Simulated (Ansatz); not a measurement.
# PtC (model cell, started as CsCl type): phonons and vibrational spectra, part 2 of 2

How does PtC (model cell, started as CsCl type) vibrate, and is this structure a minimum?

Ansatz 0.2.0; DFT PBEsol, scalar-relativistic, plane waves, PAW.

So far. Step 4 (Relaxing to small forces for the phonons): The forces vanish by symmetry and the pressure is -0.001 GPa, within the tolerances set. The cell now holds 10.64 Å³/atom. Step 5 (Zone-centre response): Before it was imposed, the acoustic sum rule was missed by 3.1e-5 eV/Å². Small misses are needed for a sound result but don't prove that mesh and cutoff are converged. The lowest optical mode is imaginary, 273.8i cm⁻¹, so the energy falls along it. The relaxed cell has a = 2.771 Å (conventional setting).

The structure was built from a prototype and need not be the compound's stable phase.

## (6) Phonons on a q mesh

Stability and thermal properties need the whole zone. Linear response on a 4×4×4 q mesh gives force constants as far as a supercell of that size would.

File input.yaml:

```yaml
crystal:
  lattice:
    - [2.7712460625, 0.0, 0.0]
    - [0.0, 2.7712460625, 0.0]
    - [0.0, 0.0, 2.7712460625]
  atoms:
    - { symbol: Pt, position: [0.0, 0.0, 0.0] }
    - { symbol: C, position: [0.5, 0.5, 0.5] }
kpoints:
  mp_grid: { grid: [16, 16, 16] }
hamiltonian:
  xc: pbesol
scf:
  occupations: { method: methfessel_paxton, width: 0.15 }
output:
  eigenvalues: true
phonons:
  method: dfpt
  qmesh: [4, 4, 4]
  temperatures: { t_max: 1000, t_step: 50 }
  qpath:
    path:
      - [[0.0, 0.0, 0.0], [0.0, 0.5, 0.0], [0.5, 0.5, 0.0], [0.0, 0.0, 0.0], [0.5, 0.5, 0.5], [0.0, 0.5, 0.0]]
      - [[0.5, 0.5, 0.5], [0.5, 0.5, 0.0]]
    npoints: 10
```

The run is started by

```bash
> ansatz run input.yaml --threads 4 --pin off --max-ram 7168MiB --backend cpu --events-out ev --progress --plain --runs-dir out
```

Numbers of over 12 decimals in the logs are rounded to 6 here.

The log of the run:

```text
[...]
Crystal: 2 atoms, lattice volume = 21.283 Å³
Basis set: ecut = 420 eV, 437 PW (Γ), exchange–correlation on 40×40×40 points (8 copies of the dense FFT grid, shifted against one another)
Bands: 15, of which v1, the nominal top of the filled ones, is band 11 counted from 1 (10 counted from 0)
Symmetry: 48 space group operations
k-points: 165 of 4096
[...]
SCF iter   1: F=—  HF=-12626.658239 eV  |F-HF|=—  |Δ(HF+E_count)|=         —  Δρ=9.17e-3  dr2=9.78e-3  ethr=1.77e-3  ⟨swp⟩=4.7  Hψ=11153  notcnv=0
[...]
SCF iter   7: F=-12626.655883 eV  HF=-12626.655883 eV  |F-HF|=3.64e-12  |Δ(HF+E_count)|=  9.09e-12  S|Δr|=    0.00e0  Δρ=4.17e-8  dr2=2.00e-13  ethr=1.00e-12  ⟨swp⟩=5.2  Hψ=9870  notcnv=0
SCF 1 converged in 7 iterations: F = -12626.655883 eV  dr2 = 2.00e-13
[...]
SCF iter   3: F=-12626.655883 eV  HF=-12626.655883 eV  |F-HF|=1.27e-11  |Δ(HF+E_count)|=  3.64e-12  S|Δr|=    0.00e0  Δρ=1.48e-7  dr2=6.75e-12  ethr=1.00e-12  ⟨swp⟩=2.9  Hψ=5730  notcnv=0
SCF 2 converged in 3 iterations: F = -12626.655883 eV  dr2 = 6.75e-12
phonons: the bands overlap, so this run is a metal and interpolates without the dipole-dipole term. If the crystal is really an insulator or semiconductor, its LO-TO splitting is missing
NSCF: frozen V_eff on 165 k-points
WARN: eigensolver did not converge in 2 slots of this pass, the one above among them; of largest residual over every band (k=9): 1 band(s) unlocked (lowest unlocked band 14, counted from 0; max residual 2.71e-6 eV among the unlocked bands, 2.71e-6 eV over every band); of lowest unlocked band (k=1): band 14
[...]
DFPT response loops at q = (0, 0, 0) (fractional): preconditioner auto → Kerker (q_TF=auto, 2.743 Å⁻¹) (partly filled bands, converged f_vac=0.000); β = 1.00, the filter's whole step (`scf.mixing.beta` (0.50) is not read by the response loops under this deck's `scf.mixing.preconditioner`; to damp them name `kerker` or `kerker_dos`, under which they read `scf.mixing.beta`, and type it under 1.00, their step now; both keys bind the ground state too); Broyden in place of MSR1
[...]
SCF converged after 7 iterations
[...]
Free energy (F): -12626.655883 eV
[...]
Internal energy: -12626.657855 eV  (E = F + TS)
E sigma→0 (E₀):  -12626.656376 eV
Entropy (-TS):   0.001972 eV (0.986 meV/atom)
Fermi energy:    20.635853 eV
[...]
--- Band table (eV; the first three rows and the last of 165) ---
  k-point 0: bands = [... 7 lower, 18.7888, 18.7888, 18.7888, 20.4175, 20.4175, 20.4175, 25.0119, 36.4094]
  k-point 1: bands = [... 7 lower, 18.4820, 18.4820, 18.7974, 20.1515, 20.7525, 20.7525, 25.2698, 36.0872]
  k-point 2: bands = [... 7 lower, 17.8992, 17.8992, 18.8220, 19.5781, 21.4195, 21.4195, 25.8621, 35.2988]
  k-point 164: bands = [... 7 lower, 12.6434, 20.4878, 20.4878, 24.6858, 24.6858, 24.6858, 26.0479, 26.0479]
--- Phonons (Γ-DFPT): 2 representative perturbations + reference (Σ response iterations 7) ---
  ASR residual: 3.272e-5 → 0.000e0 eV/Å²; symmetrization residual: 1.113e-6 eV/Å²
  ASR residual per site (eV/Å²): 3.27e-5 3.09e-6
  Γ frequencies (cm⁻¹): -273.79 -273.79 -273.79 0.00 0.00 0.00
--- Phonons (arbitrary-q DFPT): 10 irreducible q on the 4×4×4 mesh ---
  q = [0.0000, 0.0000, 0.0000] (star 1, of the zone-centre solve; hermiticity 7.13e-7, symmetrization 1.59e-12): -273.79 -273.79 -273.79 -0.00 -0.00 0.00
  q = [0.0000, 0.0000, 0.2500] (star 6, 4 solved perturbations in 4032 linear systems a pass and spin channel, the states on 1296 of 4096 k-point pairs; hermiticity 1.37e-7, symmetrization 2.30e-12): -255.99 -255.99 -111.47 12.63 12.63 160.95
[...]
q = [0.0000, 0.2500, -0.5000] (star 12, 6 solved perturbations on 1296 of 4096 k-point pairs; hermiticity 3.75e-7, symmetrization 2.54e-8): -260.52 -203.91 -9.64 82.76 136.97 229.58
[...]
sum rule: each row above includes the acoustic sum rule's correction from the zone centre's row sums; it moved no ω² by more than (0.26 cm⁻¹)²
  mesh force constants: q→R imaginary residual 1.39e-18; ASR residual 3.272e-5 → 0.000e0 eV/Å²; symmetrization residual 5.329e-15 eV/Å²
  interpolated dispersion: 62 rows × 6 modes
  density of states and harmonic sums: on the 24×24×24 q-mesh, interpolated from the force constants of a 4×4×4 supercell (no non-analytic term)
  largest difference from the sums on the solved wave vectors: F 1.10e-1 eV, S 1.43e-4 and C_V 3.58e-5 eV/K
  zero-point energy: 0.021629 eV/cell   skipped modes (ω ≤ 0): 1248, of them read as no rigid motion or as one in doubt: 1245 (2.656e0 modes/cell left out, lowest -283.02 cm⁻¹)   left out of the sums: 4.43e-1 of the cell's modes: C_V's classical limit lies that fraction below 3 k_B per atom; for a crystal, a wire or a layer, F and S can be off by more, and a phonons.interpolated_qmesh denser along its periods is the remedy for the sampling
```

Elapsed: 3.9 min, on 4 threads of Arm Neoverse V2, shared host; peak memory 2 GiB; 15 min of CPU time.

This step gave:

```yaml
sum_rule_residual_before_enforcement: 3.27e-5 eV/Å²
lowest_frequency_on_the_path: -282.6 cm⁻¹
highest_frequency_on_the_path_or_at_a_solved_wavevector: 343.5 cm⁻¹
lowest_mode_on_the_q_mesh_acoustic_modes_at_gamma_apart: -278.2 cm⁻¹
```

Frequencies (cm⁻¹) solved at each irreducible wavevector; negative means imaginary. Frequencies by wavevector, by row:

```tsv
q in reciprocal lattice units	star	mode 1	mode 2	mode 3	mode 4	mode 5	mode 6
0 0 0	1	-273.8	-273.8	-273.8	0	0	0
0 0 0.25	6	-256	-256	-111.5	12.6	12.6	160.9
0 0 -0.5	3	-244.1	-244.1	29.8	29.8	147.2	343.5
0 0.25 0.25	12	-246.5	-198.6	-107	-17.8	91.5	158.3
0 0.25 -0.5	12	-260.5	-203.9	-9.6	82.8	137	229.6
0 -0.5 -0.5	3	-278.2	-52.1	-13.7	-13.7	141.2	141.2
0.25 0.25 0.25	8	-177	-177	-132.4	76	76	112.6
0.25 0.25 -0.5	12	-216.1	-172.8	64.3	68	126.7	204.3
0.25 -0.5 -0.5	6	-260.4	-185.8	-185.8	79.9	130.3	130.3
-0.5 -0.5 -0.5	1	-70.6	-70.6	-70.6	147.8	147.8	147.8
```

Interpolated from a 4×4×4 q mesh. The phonon branches at the labelled points (cm⁻¹):

```tsv
point	branch 1	branch 2	branch 3	branch 4	branch 5	branch 6
Γ	-274	-274	-274	0	0	0
halfway	-256	-256	-112	13	13	161
X	-244	-244	30	30	147	344
halfway	-260	-204	-10	83	137	230
M	-278	-52	-14	-14	141	141
halfway	-246	-199	-107	-18	92	158
Γ	-274	-274	-274	0	0	0
halfway	-177	-177	-132	76	76	113
R	-71	-71	-71	148	148	148
halfway	-216	-173	64	68	127	204
X	-244	-244	30	30	147	344
jump to R	-71	-71	-71	148	148	148
halfway	-260	-186	-186	80	130	130
M	-278	-52	-14	-14	141	141
```

The phonon branches as a text plot (rows in cm⁻¹):

```
    330 |      ***                                      **
    304 |         *                                    *
    278 |     *    *                                  *
    252 |                                            *
    226 |    *
    200 |           *                               *
    174 |            *     **
    148 |   *  *****  *** *  **              *****    *******   *
    122 |     *     *** *****        ****  **    *****     * ***
     96 |  *        **   *   * *         ***       *        *
     70 | *       **  *   *   * *   *  **           *        *
     43 |    *   *      *      *** ****            * ****
     17 |*  ********             * *                     *    *
     -9 |***           *   ********
    -35 |           ***  **                                    **
    -61 |              **  **                 **                *
    -87 |             *  *                                *    *
   -113 |   *                *               *  * *
   -139 |            *    *   *         **** *   *            *
   -165 |           *      **          **  **    ****      *
   -191 |                    * *     **              *     ***
   -217 |  *       *          *     *  *          *****
   -243 | * ********       ******    **               ****  *
   -270 |***        *******    ******                        ****
         Γ      X      M          Γ            R        X|R     M
```

The phonon density of states has structure finer than the step of the table below, so its rows give means over 25 cm⁻¹, whole bins alone (the curve runs from -282 to 342 cm⁻¹). Peaks (cm⁻¹: height): -247.5: 0.0483, -172.5: 0.0151, 77.5: 0.0232, 122.5: 0.0435.

Tetrahedra on a 24×24×24 mesh, mean over bins of 5 cm-1. Interpolated from a 4×4×4 q mesh. Table of phonon density of states by wavenumber; means over each step:

```tsv
wavenumber (cm⁻¹)	phonon density of states (1/cm⁻¹/cell)
-250	0.0277
-225	0.0167
-200	0.00984
-175	0.0119
-150	0.0100
-125	0.00566
-100	0.00341
-75	0.00265
-50	0.00332
-25	0.00595
0	0.00770
25	0.0167
50	0.0186
75	0.0204
100	0.0148
125	0.0294
150	0.0112
175	0.00512
200	0.00382
225	0.00315
250	0.00258
275	0.00194
300	0.00127
325	6.5e-4
```

The partial phonon density of states has structure finer than the step of the table below, so its rows give means over 25 cm⁻¹, whole bins alone (the curve runs from -291 to 362 cm⁻¹). Peaks (cm⁻¹: height): C -246.2: 0.0360, -176.3: 0.0131; Pt 41.3: 0.0192, 70.1: 0.0195, 123.5: 0.0317.

Phonopy on the run's constants, 21x21x21 mesh, Gaussian sigma 4.7 cm-1. Interpolated from a 4×4×4 q mesh. Table of partial phonon density of states by wavenumber; means over each step; values in 1/cm⁻¹/cell:

```tsv
wavenumber (cm⁻¹)	C	Pt
-275	0.00592	7.4e-5
-250	0.0265	3.3e-4
-225	0.0167	3.3e-4
-200	0.00942	3.1e-4
-175	0.0117	5.7e-4
-150	0.00885	6.5e-4
-125	0.00519	0.00104
-100	0.00262	6.1e-4
-75	0.00203	0.00130
-50	9.1e-4	0.00213
-25	6.4e-4	0.00545
0	2.0e-4	0.00555
25	5.5e-4	0.0160
50	0.00171	0.0179
75	0.00181	0.0181
100	0.00175	0.0143
125	0.00350	0.0250
150	0.00389	0.00782
175	0.00342	0.00139
200	0.00348	6.2e-4
225	0.00275	2.6e-4
250	0.00240	1.2e-4
275	0.00194	4.4e-5
300	0.00126	1.4e-5
325	7.0e-4	4.1e-6
```

Second derivatives of the energy by pair, one row for each kind of neighbour of each atom listed. Each entry sums the pair over the periodic images of the supercell that the q mesh stands for, and in a polar crystal it holds the long-range dipole part too. Force constants by pair, by row:

```tsv
atom	neighbour	distance (Å)	third of the trace (eV/Å²)	along the pair's line (eV/Å²)
Pt1	itself	0	4.924	–
Pt1	C	2.4	0.465	0.6225
Pt1	Pt	2.771	-0.901	-3.063
Pt1	Pt	3.919	-0.0099	-0.3426
Pt1	C	4.596	-0.0408	-0.2381
Pt1	Pt	4.8	-0.3842	-0.6387
Pt1	Pt	5.542	0.2555	0.5916
Pt1	C	6.04	-0.0089	0.0109
Pt1	Pt	6.197	-0.0655	-0.0562
C2	itself	0	-1.085	–
C2	Pt	2.4	0.465	0.6225
C2	C	2.771	-0.0756	-0.9778
C2	C	3.919	-0.1049	-0.2562
C2	Pt	4.596	-0.0408	-0.2381
C2	C	4.8	-0.0831	-0.2366
C2	C	5.542	-0.0111	0.1788
C2	Pt	6.04	-0.0089	0.0109
C2	C	6.197	0.0182	0.0383
```

Symmetry leaves 10 wavevectors to solve. The lowest mode among them, the acoustic zeros apart, lies at q = (0, -0.5, -0.5) and is imaginary, 278.2i cm⁻¹, so the energy falls along it. Between them the interpolated path dips to 283i cm⁻¹.

## (7) Another isotope

An isotope changes the mass and not the force constants, so no new electronic calculation is needed; the shifts show which modes move this element.

The same force constants with the mass of C changed from 12.011 to 13.003 u (phonopy, no LO-TO term). Both lists are sorted by frequency; levels can cross, so a row need not hold one and the same mode. Modes under 3 cm⁻¹ are left out. Isotope shifts, by row:

```tsv
q	rank	natural mass (cm⁻¹)	changed mass (cm⁻¹)
0 0 0	1	-273.8	-263.8
0 0 0	2	-273.8	-263.8
0 0 0	3	-273.8	-263.8
0 0 0.25	1	-256	-246.2
0 0 0.25	2	-256	-246.2
0 0 0.25	3	-111.5	-109.1
0 0 0.25	4	12.63	12.62
0 0 0.25	5	12.63	12.62
0 0 0.25	6	160.9	158
0 0 -0.5	1	-244.1	-234.6
0 0 -0.5	2	-244.1	-234.6
0 0 -0.5	3	29.8	29.8
0 0 -0.5	4	29.8	29.8
0 0 -0.5	5	147.2	147.2
0 0 -0.5	6	343.5	330.1
0 0.25 0.25	1	-246.5	-237.1
0 0.25 0.25	2	-198.6	-191.6
0 0.25 0.25	3	-107	-104.6
0 0.25 0.25	4	-17.81	-17.8
0 0.25 0.25	5	91.47	91.11
0 0.25 0.25	6	158.3	155.7
```

A mode of this element alone would shift by -3.89 %.

## (8) What came out

| Property | Result |
| --- | --- |
| space group after relaxation (within 0.01 Å) | Pm-3m |
| volume per atom | 10.6 Å³ |
| electronic character | no gap on this mesh |
| highest optical mode at the zone centre (no LO-TO term) | -274 cm⁻¹ |
| lowest optical zone-centre mode | -274 cm⁻¹ |
| lowest mode on the q mesh (acoustic modes at Γ apart) | -278 cm⁻¹ |
| highest frequency on the path or at a solved wavevector | 344 cm⁻¹ |
| imaginary modes on the 4×4×4 q mesh | yes |

Modes are clearly imaginary (beyond 10i cm⁻¹) at 10 of the 10 irreducible wavevectors, most at q = (0, -0.5, -0.5) (278.2i cm⁻¹), so this structure is not a minimum of the energy. The optical modes at Γ form one degenerate level at -274 cm⁻¹ (negative means imaginary). With no gap, or one that is small against the smearing, the frequencies hang on the k mesh and the smearing, most of all near Kohn anomalies. Spin-orbit coupling is left out, which can matter for the heavy elements here. A phonon run warned that its eigensolver left some bands unconverged in a pass. The starting cell was built on a prototype and not taken from a measurement, so the phase need not exist. These are harmonic frequencies at zero temperature: anharmonic shifts, linewidths and thermal expansion are left out.

[Logs are printed without paths, hosts, clocks, repeated set-up lines and the standing remarks that a program may print on its own settings, such as how far it seeks lower states.]

[Hosts, paths, dates, database ids (printed as entryN), source tags and the programs' standing remarks are cut or masked in the printed files.]
